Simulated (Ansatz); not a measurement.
**Bands, cutoff and cost in G0W0 for SiC (P6_3mc)**

Wanted: a G0W0 gap for SiC (P6_3mc) that is converged in bands and cutoff, or an estimate of the limit.

Program: Ansatz 0.2.0. Level of theory: G0W0 on PBE, plane waves, PAW. Results are calculated unless marked as measured.

Most raw output is cut from this account.

## (1) Starting point

The structure is hexagonal, space group P6_3mc (No. 186). The conventional cell has a = 3.076 Å, b = 3.076 Å, c = 10.071 Å, α = 90.00°, β = 90.00°, γ = 120.00°. Nearest to Si lie 4 C at 1.88 to 1.89 Å. Nearest to C lie 4 Si at 1.88 to 1.89 Å. Nearest to C lie 4 Si at 1.88 to 1.89 Å. Farther neighbours are not listed.

The cell and positions are those that the Materials Project relaxed with its own functionals (PBE, PBE+U or r2SCAN), kept fixed.

## (2) 216 empty bands, screening to 110 eV

Now the one-shot GW correction: screening in the RPA, then the self-energy of the levels asked for. This step takes hard PAW files.

input.yaml reads:

```yaml
crystal:
  lattice:
    - [3.0756941497, 0.0, 0.0]
    - [-1.5378470748, 2.6636292679, 0.0]
    - [0.0, 0.0, 10.07064648]
  atoms:
    - { symbol: Si, position: [0.66666667, 0.33333333, 0.93784198] }
    - { symbol: Si, position: [0.33333333, 0.66666667, 0.43784198] }
    - { symbol: Si, position: [0.0, 0.0, 0.68789438] }
    - { symbol: Si, position: [0.0, 0.0, 0.18789438] }
    - { symbol: C, position: [0.66666667, 0.33333333, 0.74980259] }
    - { symbol: C, position: [0.33333333, 0.66666667, 0.24980259] }
    - { symbol: C, position: [0.0, 0.0, 0.50046005] }
    - { symbol: C, position: [0.0, 0.0, 0.00046005] }
kpoints:
  mp_grid: { grid: [9, 9, 2] }
hamiltonian:
  xc: pbe
  pseudopotentials: { kind: paw, source: ansatz }
scf:
  occupations: { method: fixed }
gw:
  n_empty_bands: 216
  ecut_chi: 110.0
  qp_bands: [v2, c2]
  qp_kpoints: band_edges
  screening: { model: contour_deformation }
```

On the command line:

```sh
$ ansatz run input.yaml --threads 3 --pin off --max-ram 92160MiB --backend cuda --events-out ev --progress --plain --runs-dir out --devices 1 --max-vram 13GiB  # rebuilt from the run's record
```

Wall time 33 s (1 × NVIDIA H100 80GB HBM3 (shared by 6 runs) with 3 threads of AMD EPYC 7R13 (Zen 3), shared host); peak memory 1.7 GiB; 55 s of CPU time.

Numbers from this step:

| Item | Value |
| --- | --- |
| bands summed | 232 |
| RPA ε∞ on this mesh (eigenvalues) | 6.652, 6.652, 6.934 |
| plane waves in the screening matrix | 227 |
| q-points in the mesh | 162 |
| G0W0 gap on the mesh | 3.112 eV |
| k of the valence top | 0, 0, 0 |
| k of the conduction bottom | 0, 0.4444, 0 |
| starting gap on the mesh | 2.340 eV |
| Z at the valence top | 0.7910 |
| Z at the conduction bottom | 0.8155 |
| least direct G0W0 gap on the computed points | 4.335 eV |

The gap on the mesh goes from 2.34 eV to 3.11 eV, a correction of +0.77 eV. Between the two edge states, bare exchange in place of the xc potential would open the gap by 6.92 eV, and correlation takes back 6.15 eV.

## (3) 490 empty bands, screening to 190 eV

Another rung: the empty bands reach about as high as the screening cutoff, so the two stay in balance.

input.yaml, as its differences from that of step 2:

```diff
@@ -22,4 +22,4 @@
 gw:
-  n_empty_bands: 216
-  ecut_chi: 110.0
+  n_empty_bands: 490
+  ecut_chi: 190.0
   qp_bands: [v2, c2]
```

Wall time 64 s (1 × NVIDIA H100 80GB HBM3 (shared by 6 runs) with 3 threads); peak memory 2.9 GiB; 1.8 min of CPU time.

Numbers from this step:

| Property | Result |
| --- | --- |
| bands summed | 506 |
| RPA ε∞ on this mesh (eigenvalues) | 6.645, 6.645, 6.926 |
| plane waves in the screening matrix | 497 |
| q-points in the mesh | 162 |
| G0W0 gap on the mesh | 3.260 eV |
| k of the valence top | 0, 0, 0 |
| k of the conduction bottom | 0, 0.4444, 0 |
| starting gap on the mesh | 2.340 eV |
| Z at the valence top | 0.7887 |
| Z at the conduction bottom | 0.8148 |
| least direct G0W0 gap on the computed points | 4.459 eV |

Against the run with 9×9×2 mesh, 216 empty bands, screening to 110 eV, hard PAW files, the gap moves by +0.15 eV.

## (4) 831 empty bands, screening to 270 eV

input.yaml, as its differences from that of step 3:

```diff
@@ -22,4 +22,4 @@
 gw:
-  n_empty_bands: 490
-  ecut_chi: 190.0
+  n_empty_bands: 831
+  ecut_chi: 270.0
   qp_bands: [v2, c2]
```

Wall time 1.9 min (1 × NVIDIA H100 80GB HBM3 (shared by 6 runs) with 3 threads); peak memory 5.1 GiB; 3.3 min of CPU time.

Numbers from this step:

| Property | Result |
| --- | --- |
| bands summed | 847 |
| RPA ε∞ on this mesh (eigenvalues) | 6.644, 6.644, 6.925 |
| plane waves in the screening matrix | 813 |
| G0W0 gap on the mesh | 3.318 eV |
| k of the valence top | 0, 0, 0 |
| k of the conduction bottom | 0, 0.4444, 0 |
| starting gap on the mesh | 2.340 eV |
| least direct G0W0 gap on the computed points | 4.507 eV |

Against the run with 9×9×2 mesh, 490 empty bands, screening to 190 eV, hard PAW files, the gap moves by +0.06 eV.

## (5) Changing the k mesh: 12×12×4 mesh, 216 empty bands, screening to 110 eV, hard PAW files

Only the mesh changes. It samples the long-range screening, which converges on its own terms. Bands and cutoff differ from the step before, so it is read against an earlier run that matches them.

input.yaml, as its differences from that of step 4:

```diff
@@ -15,3 +15,3 @@
 kpoints:
-  mp_grid: { grid: [9, 9, 2] }
+  mp_grid: { grid: [12, 12, 4] }
 hamiltonian:
@@ -22,4 +22,4 @@
 gw:
-  n_empty_bands: 831
-  ecut_chi: 270.0
+  n_empty_bands: 216
+  ecut_chi: 110.0
   qp_bands: [v2, c2]
```

It took 3.9 min on 1 × NVIDIA H100 80GB HBM3 (shared by 6 runs) with 3 threads; peak memory 2.7 GiB; 7.1 min of CPU time.

This step gave:

```
bands summed                                 : 232
RPA ε∞ on this mesh (eigenvalues)            : 6.606, 6.606, 6.898
plane waves in the screening matrix          : 227
G0W0 gap on the mesh                         : 2.992 eV
k of the valence top                         : 0, 0, 0
k of the conduction bottom                   : 0, -0.5, 0
starting gap on the mesh                     : 2.227 eV
least direct G0W0 gap on the computed points : 4.250 eV
```

Against the run with 9×9×2 mesh, 216 empty bands, screening to 110 eV, hard PAW files, the gap moves by −0.12 eV, while the start moved by −0.11 eV. A band edge is found at another k point on this mesh.

## (6) Convergence and cost

Times are wall times on 1 × NVIDIA H100 80GB HBM3 (shared by 6 runs) with 3 threads of AMD EPYC 7R13 (Zen 3), shared host, good to a factor of about two.

| mesh | files | frequency | bands summed | cutoff (eV) | start (eV) | G0W0 (eV) | time | host memory (GiB) |
| --- | --- | --- | --- | --- | --- | --- | --- | --- |
| 9×9×2 | hard PAW | contour deformation | 232 | 110 | 2.340 | 3.112 | 33 s | 1.7 |
| 9×9×2 | hard PAW | contour deformation | 506 | 190 | 2.340 | 3.260 | 64 s | 2.9 |
| 9×9×2 | hard PAW | contour deformation | 847 | 270 | 2.340 | 3.318 | 1.9 min | 5.1 |
| 12×12×4 | hard PAW | contour deformation | 232 | 110 | 2.227 | 2.992 | 3.9 min | 2.7 |

The parts of the quasiparticle energy at the two band edges (eV; QP = start + Σx + Σc − Vxc):

| run | edge | start | Σx | Σc | Vxc | Z | QP |
| --- | --- | --- | --- | --- | --- | --- | --- |
| 232 bands | valence top | 9.61 | -18.25 | 2.12 | -15.75 | 0.79 | 9.24 |
| 232 bands | conduction bottom | 11.95 | -7.41 | -4.02 | -11.82 | 0.82 | 12.35 |
| 506 bands | valence top | 9.61 | -18.25 | 1.83 | -15.75 | 0.79 | 8.94 |
| 506 bands | conduction bottom | 11.95 | -7.41 | -4.17 | -11.82 | 0.81 | 12.20 |
| 847 bands | valence top | 9.61 | -18.25 | 1.72 | -15.75 | 0.79 | 8.83 |
| 847 bands | conduction bottom | 11.95 | -7.41 | -4.22 | -11.82 | 0.81 | 12.15 |

## (7) What came out

| Item | Value |
| --- | --- |
| 232 bands, 110 eV | 3.112 eV |
| 506 bands, 190 eV | 3.260 eV |
| 847 bands, 270 eV | 3.318 eV |
| estimated limit in bands and cutoff | 3.40 eV |
| mesh and start | 9×9×2, PBE |

In words: A line in one over the bands through the two highest rungs gives 3.40 eV, +0.09 eV from the top rung; the pair below gives 3.39 eV, in fair agreement. The rungs stand 0.29 eV (232 bands), 0.14 eV (506 bands) and 0.09 eV (847 bands) from it. From 232 to 847 bands the gap moves by +0.21 eV while the time grows 3.4-fold. Σc changes by −0.40 eV at the valence top and −0.20 eV at the conduction bottom, so the valence edge carries most of the change. On the 12×12×4 mesh in place of 9×9×2 the gap differs by −0.12 eV, of which −0.11 eV is already in the start. The cheapest rung within 0.1 eV of this estimate is that with 847 bands (1.9 min). The 9×9×2 mesh misses a band edge: on 12×12×4 the PBE gap is 2.23 eV, so these values are not the fundamental gap, which lies some 0.11 eV lower.

[Paths, hosts, dates, memory and timing lines, banners, echoed tables and standing remarks are left out of the program output.]

[Logs are printed without paths, hosts, clocks, repeated set-up lines and the standing remarks that a program may print on its own settings, such as how far it seeks lower states.]

[Runs of the session that timed out or met a known fault of the program may be left out.]

[Cells called generated may have been cut or substituted from an entry of the Crystallography Open Database or the Materials Project.]

[Hosts, paths, dates, database ids (printed as entryN), source tags and the programs' standing remarks are cut or masked in the printed files.]
